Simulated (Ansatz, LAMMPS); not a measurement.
## Molecular dynamics of a frame of liquid Rb(Br,F) from 1200 K, run at 300 K (104 atoms)

Aim: follow a frame of liquid Rb(Br,F) from 1200 K, run at 300 K (104 atoms) for a short time with forces from DFT, then look at structure and electrons in the last frame.

Calculated with Ansatz 0.2.0; Kohn-Sham DFT, PBE, PAW (set soft_2), plane waves.

## Step 1: Set-up

The cell holds 104 atoms: 52 Rb, 22 Br and 30 F. Its edges and angles: a = 16.289 Å, b = 16.289 Å, c = 16.289 Å, α = 90.0°, β = 90.0°, γ = 90.0°. 104 atoms (52 Rb, 22 Br, 30 F) placed at random at 2.6 g/cm³, melted at 1800 K for 10 ps at fixed volume with the Lennard-Jones and Coulomb ion parameters for SPC/E (Joung and Cheatham, J. Phys. Chem. B 112, 9020 (2008)), full charges. Snapshot at the end of a hold of 20 ps at 1200 K and fixed volume.

Limits known from the start: The starting topology of bonds comes from the classical model, and needn't be the one that DFT or experiment would give. The cell was made at 1200 K but the dynamics is set to 300 K: the trajectory isn't one at 1200 K. The ion parameters were fitted for water, not for melts, so the starting structure of this cell may lie well off the real melt's. Only the Γ point is sampled, in a cell whose shortest periodic width is 16 Å.

## Step 2: Dynamics started at 300 K

A Nosé–Hoover thermostat steers the temperature while disturbing the dynamics little. The time step is 1.0 fs.

File input.yaml:

```yaml
crystal:
  lattice:
    - [16.2888, 0.0, 0.0]
    - [0.0, 16.2888, 0.0]
    - [0.0, 0.0, 16.2888]
  atoms:
    - { symbol: Rb, position: [0.00095, 0.23626, 0.39521] }
    - { symbol: Rb, position: [0.9154, 0.36863, 0.98998] }
    - { symbol: Rb, position: [0.41475, 0.64818, 0.52196] }
    - { symbol: Rb, position: [0.72666, 0.27211, 0.23667] }
    [... 94 atom lines left out ...]
    - { symbol: F, position: [0.60562, 0.1892, 0.17611] }
    - { symbol: F, position: [0.15536, 0.45799, 0.62433] }
    - { symbol: F, position: [0.92561, 0.78903, 0.99062] }
    - { symbol: F, position: [0.08177, 0.1091, 0.28471] }
    - { symbol: F, position: [0.13008, 0.35127, 0.37638] }
    - { symbol: F, position: [0.02724, 0.78631, 0.33882] }
kpoints:
  mp_grid: { grid: [1, 1, 1] }
hamiltonian:
  xc: pbe
scf:
  occupations: { method: fixed }
output:
  forces: true
md:
  timestep: 1.0
  n_steps: 97
  ensemble: nvt_nose_hoover
  temperature: 300
  initial_velocities: maxwell_boltzmann
  seed: 2800
```

Started as:

```bash
> ansatz run input.yaml --threads 8 --pin off --max-ram 15872MiB --backend cpu --events-out ev --progress --plain --runs-dir out
```

Run time: 50 min. Hardware: 8 threads of Arm Neoverse N1, shared host; peak memory 5.9 GiB.

The program notes that it switched symmetry off.

The trajectory, sampled:

| time (fs) | T (K) | potential (meV/atom) | conserved (meV/atom) |
| --- | --- | --- | --- |
| 0.0 | 300 | 0.0 | 0.00 |
| 6.0 | 306 | -0.7 | 0.00 |
| 13.0 | 326 | -3.3 | 0.00 |
| 19.0 | 354 | -6.9 | 0.00 |
| 26.0 | 393 | -12.1 | 0.00 |
| 32.0 | 428 | -16.8 | 0.00 |
| 39.0 | 464 | -22.0 | 0.00 |
| 45.0 | 488 | -25.8 | 0.00 |
| 52.0 | 503 | -29.1 | 0.00 |
| 58.0 | 507 | -31.0 | 0.00 |
| 65.0 | 502 | -32.3 | 0.00 |
| 71.0 | 494 | -33.1 | 0.00 |
| 78.0 | 485 | -34.0 | 0.00 |
| 84.0 | 480 | -35.0 | 0.00 |
| 91.0 | 479 | -36.5 | 0.00 |
| 97.0 | 481 | -38.1 | 0.00 |

Mean square displacement from the first frame to the last: Rb 0.11 Å², Br 0.11 Å², F 0.33 Å².

Table of mean square displacement by time lag:

| time lag (fs) | Br (Å²) | F (Å²) | Rb (Å²) |
| --- | --- | --- | --- |
| 1.0 | 1.3e-5 | 5.3e-5 | 1.3e-5 |
| 3.0 | 1.2e-4 | 4.7e-4 | 1.2e-4 |
| 5.0 | 3.4e-4 | 0.00132 | 3.4e-4 |
| 7.0 | 6.6e-4 | 0.00261 | 6.6e-4 |
| 11.0 | 0.00164 | 0.00648 | 0.00164 |
| 13.0 | 0.00229 | 0.00908 | 0.00229 |
| 15.0 | 0.00306 | 0.0121 | 0.00305 |
| 17.0 | 0.00393 | 0.0156 | 0.00391 |
| 19.0 | 0.00491 | 0.0195 | 0.00489 |
| 21.0 | 0.00601 | 0.0239 | 0.00597 |
| 23.0 | 0.00721 | 0.0286 | 0.00716 |
| 27.0 | 0.00995 | 0.0395 | 0.00985 |
| 29.0 | 0.0115 | 0.0455 | 0.0114 |
| 31.0 | 0.0131 | 0.0519 | 0.0130 |
| 33.0 | 0.0149 | 0.0587 | 0.0147 |
| 35.0 | 0.0167 | 0.0659 | 0.0165 |
| 37.0 | 0.0187 | 0.0734 | 0.0184 |
| 39.0 | 0.0207 | 0.0813 | 0.0204 |
| 43.0 | 0.0251 | 0.0978 | 0.0247 |
| 45.0 | 0.0275 | 0.107 | 0.0270 |
| 47.0 | 0.0299 | 0.115 | 0.0294 |
| 49.0 | 0.0324 | 0.125 | 0.0318 |

Over the second half of 97 fs the temperature averages 492 K, falling from about 504 to 479 K (means over the first and last quarter of that half). The conserved energy stays within 0.00 meV/atom. From first frame to last F has the largest mean square displacement, 0.33 Å² at the end; the farthest move is 0.95 Å. The mean temperature of 492 K lies well off the 300 K of the input, so the thermostat hasn't yet brought the run to equilibrium. The run spans 0.10 ps, too short for its means to be equilibrium values.

## Step 3: Distances and neighbours late in the run

The g(r) is a mean over the second half; what follows it is taken at the last frame.

Density 2.60 g/cm³, 41.56 Å³ an atom.

Mean of 14 frames. g(r), total and by pair (bins of 0.2 Å):

| r (Å) | total | Rb-Rb | Rb-F | Rb-Br | F-F | F-Br | Br-Br |
| --- | --- | --- | --- | --- | --- | --- | --- |
| 2.30 | 0.07 | 0.00 | 0.24 | 0.00 | 0.00 | 0.00 | 0.00 |
| 2.50 | 0.82 | 0.00 | 2.83 | 0.00 | 0.00 | 0.00 | 0.00 |
| 2.70 | 1.71 | 0.00 | 5.93 | 0.00 | 0.00 | 0.00 | 0.00 |
| 2.90 | 1.08 | 0.00 | 3.77 | 0.00 | 0.00 | 0.00 | 0.00 |
| 3.10 | 0.75 | 0.00 | 1.71 | 1.22 | 0.00 | 0.00 | 0.00 |
| 3.30 | 1.12 | 0.02 | 1.20 | 3.55 | 0.27 | 0.00 | 0.00 |
| 3.50 | 1.33 | 0.38 | 0.95 | 4.11 | 1.04 | 0.06 | 0.00 |
| 3.70 | 0.95 | 1.04 | 0.44 | 1.69 | 1.15 | 0.86 | 0.00 |
| 3.90 | 0.91 | 1.44 | 0.46 | 1.20 | 1.29 | 0.48 | 0.00 |
| 4.10 | 1.17 | 1.58 | 0.42 | 1.27 | 2.13 | 1.23 | 1.34 |
| 4.30 | 1.13 | 1.48 | 0.34 | 0.85 | 2.33 | 2.17 | 0.60 |
| 4.50 | 1.22 | 2.25 | 0.32 | 0.65 | 1.35 | 2.11 | 1.23 |
| 4.70 | 1.04 | 1.44 | 0.58 | 0.44 | 1.51 | 1.69 | 2.13 |
| 4.90 | 0.99 | 1.25 | 0.51 | 0.56 | 1.42 | 1.69 | 1.75 |
| 5.10 | 0.89 | 1.21 | 0.60 | 0.55 | 1.27 | 1.16 | 1.14 |
| 5.30 | 0.90 | 0.88 | 0.59 | 0.72 | 1.16 | 1.48 | 1.77 |
| 5.50 | 1.08 | 1.19 | 0.84 | 0.78 | 1.12 | 1.25 | 2.97 |
| 5.70 | 0.95 | 0.74 | 1.12 | 0.82 | 0.47 | 1.44 | 1.12 |
| 5.90 | 0.85 | 0.83 | 1.06 | 0.49 | 0.64 | 1.25 | 0.64 |
| 6.10 | 1.00 | 1.00 | 1.43 | 0.73 | 0.58 | 0.78 | 0.80 |
| 6.30 | 0.93 | 0.86 | 1.27 | 1.07 | 0.58 | 0.36 | 0.59 |
| 6.50 | 1.03 | 0.78 | 1.31 | 1.26 | 0.97 | 0.69 | 0.55 |
| 6.70 | 1.02 | 0.81 | 1.18 | 1.44 | 0.76 | 0.65 | 0.61 |
| 6.90 | 1.08 | 0.95 | 1.23 | 1.33 | 0.76 | 0.85 | 0.90 |
| 7.10 | 0.96 | 0.84 | 1.04 | 1.25 | 0.58 | 0.74 | 0.94 |
| 7.30 | 1.04 | 0.88 | 1.36 | 1.12 | 0.61 | 1.05 | 0.23 |
| 7.50 | 1.01 | 0.95 | 1.14 | 1.11 | 0.83 | 0.78 | 1.03 |
| 7.70 | 1.00 | 0.87 | 0.90 | 1.17 | 0.98 | 1.09 | 1.24 |

Bonds by pair of elements; cutoffs follow the first minimum of g(r), held within bounds set by covalent radii, and pairs that aren't listed don't count as bonded:

| pair A-B | cutoff (Å) | bonds | mean length (Å) | spread (Å) | shortest (Å) | B about A | A about B |
| --- | --- | --- | --- | --- | --- | --- | --- |
| Rb-F | 3.68 | 125 | 2.89 | 0.303 | 2.35 | 2.40 | 4.17 |
| Rb-Br | 3.98 | 95 | 3.52 | 0.216 | 3.09 | 1.83 | 4.32 |

The cutoff for Rb-Br falls short of the minimum of g(r), so counts run low and odd coordinations can be artefacts.

How many atoms have how many bonded neighbours:

| element | mean | 2 | 3 | 4 | 5 | 6 |
| --- | --- | --- | --- | --- | --- | --- |
| Br | 4.32 | 0 | 4 | 9 | 7 | 2 |
| F | 4.17 | 0 | 5 | 15 | 10 | 0 |
| Rb | 4.23 | 1 | 9 | 21 | 19 | 2 |

Bond angles, per cent of each kind in bins of 5°:

| angle (°) | Rb-F-Rb | Br-Rb-F | Rb-Br-Rb | F-Rb-F | Br-Rb-Br |
| --- | --- | --- | --- | --- | --- |
| 55–60 | 0.0 | 0.0 | 1.2 | 0.0 | 0.0 |
| 60–65 | 0.0 | 0.0 | 1.2 | 0.8 | 1.5 |
| 65–70 | 0.5 | 1.1 | 6.0 | 2.5 | 3.1 |
| 70–75 | 1.0 | 5.8 | 6.6 | 5.0 | 3.1 |
| 75–80 | 7.8 | 7.9 | 12.0 | 6.7 | 13.8 |
| 80–85 | 7.8 | 13.2 | 5.4 | 5.0 | 0.0 |
| 85–90 | 11.2 | 8.4 | 6.6 | 10.1 | 9.2 |
| 90–95 | 9.3 | 8.4 | 5.4 | 10.1 | 15.4 |
| 95–100 | 9.3 | 7.9 | 3.6 | 5.0 | 4.6 |
| 100–105 | 9.8 | 7.4 | 4.8 | 8.4 | 9.2 |
| 105–110 | 8.3 | 5.3 | 3.6 | 7.6 | 6.2 |
| 110–115 | 5.4 | 2.1 | 4.2 | 5.0 | 4.6 |
| 115–120 | 3.9 | 5.3 | 5.4 | 5.9 | 9.2 |
| 120–125 | 2.9 | 4.2 | 6.6 | 2.5 | 0.0 |
| 125–130 | 3.9 | 4.2 | 3.6 | 3.4 | 1.5 |
| 130–135 | 4.4 | 4.2 | 1.2 | 1.7 | 1.5 |
| 135–140 | 1.0 | 1.6 | 6.6 | 5.0 | 1.5 |
| 140–145 | 1.5 | 1.6 | 3.6 | 2.5 | 0.0 |
| 145–150 | 1.9 | 3.2 | 2.4 | 1.7 | 4.6 |
| 150–155 | 2.9 | 1.1 | 3.0 | 3.4 | 3.1 |
| 155–160 | 0.5 | 4.2 | 3.6 | 2.5 | 1.5 |
| 160–165 | 2.9 | 2.1 | 1.2 | 3.4 | 4.6 |
| 165–170 | 2.9 | 0.5 | 1.2 | 0.8 | 1.5 |
| 170–175 | 1.0 | 0.5 | 0.6 | 0.0 | 0.0 |
| 175–180 | 0.0 | 0.0 | 0.0 | 0.8 | 0.0 |

Bond angles (no mean is given where the spread exceeds 20°):

| angle | count | mean (°) | spread (°) |
| --- | --- | --- | --- |
| Rb-F-Rb | 205 | - | - |
| Br-Rb-F | 190 | - | - |
| Rb-Br-Rb | 166 | - | - |
| F-Rb-F | 119 | - | - |
| Br-Rb-Br | 65 | - | - |

Bond length by coordination (bonds to H left out):

| element | coordination | atoms | mean bond length (Å) |
| --- | --- | --- | --- |
| Br | 3 | 4 | 3.51 |
| Br | 4 | 9 | 3.53 |
| Br | 5 | 7 | 3.50 |
| Br | 6 | 2 | 3.51 |
| F | 3 | 5 | 2.69 |
| F | 4 | 15 | 2.84 |
| F | 5 | 10 | 3.02 |
| Rb | 2 | 1 | 3.02 |
| Rb | 3 | 9 | 3.00 |
| Rb | 4 | 21 | 3.16 |
| Rb | 5 | 19 | 3.20 |
| Rb | 6 | 2 | 3.25 |

First main peaks of g(r), for some of the pairs, lie near 2.7 Å (Rb-F) and 3.5 Å (Rb-Br).

## Step 4: Single point at the last frame

The last frame is solved again with fuller output, to read the electronic structure of a thermally displaced geometry.

File input.yaml:

```yaml
crystal:
  lattice:
    - [16.2888, 0.0, 0.0]
    - [0.0, 16.2888, 0.0]
    - [0.0, 0.0, 16.2888]
  atoms:
    - { symbol: Rb, position: [0.99739, 0.22305, 0.38363] }
    - { symbol: Rb, position: [0.90349, 0.35527, 0.98425] }
    - { symbol: Rb, position: [0.4129, 0.65667, 0.52538] }
    - { symbol: Rb, position: [0.72247, 0.26161, 0.24054] }
    [... 94 atom lines left out ...]
    - { symbol: F, position: [0.59942, 0.18891, 0.14957] }
    - { symbol: F, position: [0.17448, 0.42201, 0.65401] }
    - { symbol: F, position: [0.9048, 0.7959, 0.02696] }
    - { symbol: F, position: [0.07873, 0.11694, 0.27462] }
    - { symbol: F, position: [0.10602, 0.33982, 0.38819] }
    - { symbol: F, position: [0.05351, 0.78808, 0.33303] }
kpoints:
  mp_grid: { grid: [1, 1, 1] }
hamiltonian:
  xc: pbe
scf:
  occupations: { method: fixed }
output:
  forces: true
  stress: true
  populations: true
  dos:
    method: { smearing: { sigma: 0.08 } }
    de: 0.1
    projected: { site_lists: { Br: [Br], F: [F], Rb: [Rb] } }
  eigenvalues: true
  write_density: true
  write_potential: true
  volumetric_format: npy
```

The job ended after 1.9 min (8 threads; peak memory 5.8 GiB; 14 min of CPU time).

The program notes that the exchange-correlation potential is rough where the density is thin.

Read from the output:

- free energy: -255517.7730 eV
- free energy per atom: -2456.9017 eV/atom
- SCF cycles: 10
- pressure: -0.4017 GPa
- r.m.s. force component: 0.2465 eV/Å
- longest force: 1.362 eV/Å
- Fermi energy: 0.5618 eV
- gap (highest filled to lowest empty level): 2.91 eV
- spilling of the projection: 0.004958

Length of the force by element:

| element | coordination | atoms | mean length of the force (eV/Å) | spread | least | most |
| --- | --- | --- | --- | --- | --- | --- |
| Br | all | 22 | 0.315 | 0.143 | 0.101 | 0.684 |
| F | all | 30 | 0.409 | 0.223 | 0.0448 | 1.13 |
| Rb | all | 52 | 0.382 | 0.208 | 0.037 | 1.36 |

Löwdin charges by element (they lack the spilled electrons, 0.040 e an atom on average):

| element | coordination | atoms | mean charge (e) | spread | least | most |
| --- | --- | --- | --- | --- | --- | --- |
| Br | all | 22 | -0.689 | 0.011 | -0.710 | -0.665 |
| F | all | 30 | -0.800 | 0.0035 | -0.807 | -0.794 |
| Rb | all | 52 | 0.832 | 0.027 | 0.776 | 0.897 |

States in the cell by windows of 1 eV, zero at the Fermi level; the larger projections on atomic orbitals stand beside the total:

| from (eV) | to (eV) | total | Rb p | F p | Br p | Rb s |
| --- | --- | --- | --- | --- | --- | --- |
| -10 | -9 | 232.7 | 229.1 | 1.4 | 0.6 | 0.6 |
| -9 | -8 | 54.8 | 53.8 | 0.5 | 0.1 | 0.1 |
| -8 | -3 | 0.0 | 0.0 | 0.0 | 0.0 | 0.0 |
| -3 | -2 | 3.3 | 0.0 | 3.0 | 0.1 | 0.1 |
| -2 | -1 | 179.9 | 1.8 | 142.5 | 29.6 | 3.4 |
| -1 | 0 | 128.0 | 1.0 | 27.7 | 95.7 | 2.2 |
| 0 | 1 | 0.8 | 0.0 | 0.0 | 0.8 | 0.0 |
| 1 | 2 | 0.0 | 0.0 | 0.0 | 0.0 | 0.0 |
| 2 | 3 | 1.9 | 0.0 | 0.0 | 0.0 | 1.6 |
| 3 | 4 | 10.0 | 0.1 | 0.1 | 0.3 | 7.9 |
| 4 | 5 | 28.7 | 0.3 | 0.5 | 1.0 | 20.8 |

The curve was stored every 0.100 eV, coarse against its broadening of 0.08 eV, so these counts are rough.

With fixed occupations the program's Fermi level is the highest filled level; weight inside the gap is the broadening of levels at its edges.

Between -26 and -10 eV lie 227 more states.

The levels nearest the highest filled one (over half full), pooled over k-points and spins:

| level less the highest filled one (eV) | occupation |
| --- | --- |
| -0.249 | 2 |
| -0.236 | 2 |
| -0.220 | 2 |
| -0.187 | 2 |
| -0.127 | 2 |
| 0 | 2 |
| 2.91 | 0 |
| 3.46 | 0 |
| 3.78 | 0 |
| 3.85 | 0 |
| 3.89 | 0 |
| 3.93 | 0 |

Mean Löwdin charges: Br -0.69, F -0.80, Rb +0.83 e (they miss 0.50 % of the electrons, so they add up to more than the cell's charge). The largest share in the top eV of filled states is Br p (76 % of the projected weight), and in the lowest eV of empty states Rb s (88 % of the projected weight).

## Step 5: Summary of results

```
mean temperature, second half                                : 491.7 K
temperature swing, second half                               : 10.73 K
slope of the conserved energy against time, by least squares : -0.0254 meV/atom/ps
free energy per atom                                         : -2456.9017 eV/atom
pressure                                                     : -0.4017 GPa
r.m.s. force component                                       : 0.2465 eV/Å
gap (highest filled to lowest empty level)             : 2.91 eV
wall time of the 2 DFT runs                                  : 52 min
```

Over the second half of 97 fs the temperature averages 492 K, falling from about 504 to 479 K (means over the first and last quarter of that half). The conserved energy stays within 0.00 meV/atom. The mean temperature of 492 K lies well off the 300 K of the input, so the thermostat hasn't yet brought the run to equilibrium. The run spans 0.10 ps, too short for its means to be equilibrium values. Between filled and empty levels lie 2.91 eV (at Γ alone); a semilocal functional tends to put such gaps too low. In a disordered cell it changes from sample to sample and from frame to frame.

Caveats: The pressure of a single frame lacks the kinetic term, about 0.16 GPa here.

[Logs are printed without paths, hosts, clocks, repeated set-up lines and the standing remarks that a program may print on its own settings, such as how far it seeks lower states.]

[Hosts, paths, dates, database ids (printed as entryN), source tags and the programs' standing remarks are cut or masked in the printed files.]
